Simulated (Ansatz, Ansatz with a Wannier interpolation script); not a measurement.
Planning a run of Ansatz 0.2.0 on SiC (Moissanite). The input:

```yaml
crystal:
  lattice:
    - [3.076, 0.0, 0.0]
    - [-1.538, 2.66389414, 0.0]
    - [0.0, 0.0, 5.048]
  atoms:
    - { symbol: Si, position: [0.33333333, 0.66666667, 0.0] }
    - { symbol: Si, position: [0.66666667, 0.33333333, 0.5] }
    - { symbol: C, position: [0.33333333, 0.66666667, 0.385] }
    - { symbol: C, position: [0.66666667, 0.33333333, 0.885] }
kpoints:
  mp_grid: { grid: [9, 9, 4] }
hamiltonian:
  xc: lda
  pseudopotentials: { kind: paw, azcp: { folder: "./paw" } }
scf:
  occupations: { method: fixed }
  n_extra_bands: 30
output:
  wannier:
    kmesh: [9, 9, 4]
    projections:
      - { species: C, l: s, shell: 2 }
      - { species: C, l: p, shell: 2 }
      - { species: Si, l: p, shell: 3 }
    minimise: true
    write_hr: true
    seedname: w
    conv_tol: 1.0e-07
    max_iter: 4000
    disentanglement:
      window: [0.68, 23.95]
      frozen_window: [0.68, 14.76]
      conv_tol: 1.0e-08
```

```sh
ansatz run input.yaml --threads 3 --pin off --max-ram 92160MiB --backend cuda --events-out ev --progress --plain --runs-dir out --devices 1 --max-vram 13GiB
```

Q: Estimate wall time and host memory on 1 × NVIDIA H100 80GB HBM3 (shared by 6 runs) with 3 threads of AMD EPYC 7R13 (Zen 3), shared host.

It took 24 s; on shared hardware allow 12 s to 48 s. Peak host memory was 0.95 GiB.

[Paths, hosts, dates, memory and timing lines, banners, echoed tables and standing remarks are left out of the program output.]

[Logs are printed without paths, hosts, clocks, repeated set-up lines and the standing remarks that a program may print on its own settings, such as how far it seeks lower states.]

[Runs of the session that timed out or met a known fault of the program may be left out.]

[Hosts, paths, dates, database ids (printed as entryN), source tags and the programs' standing remarks are cut or masked in the printed files.]
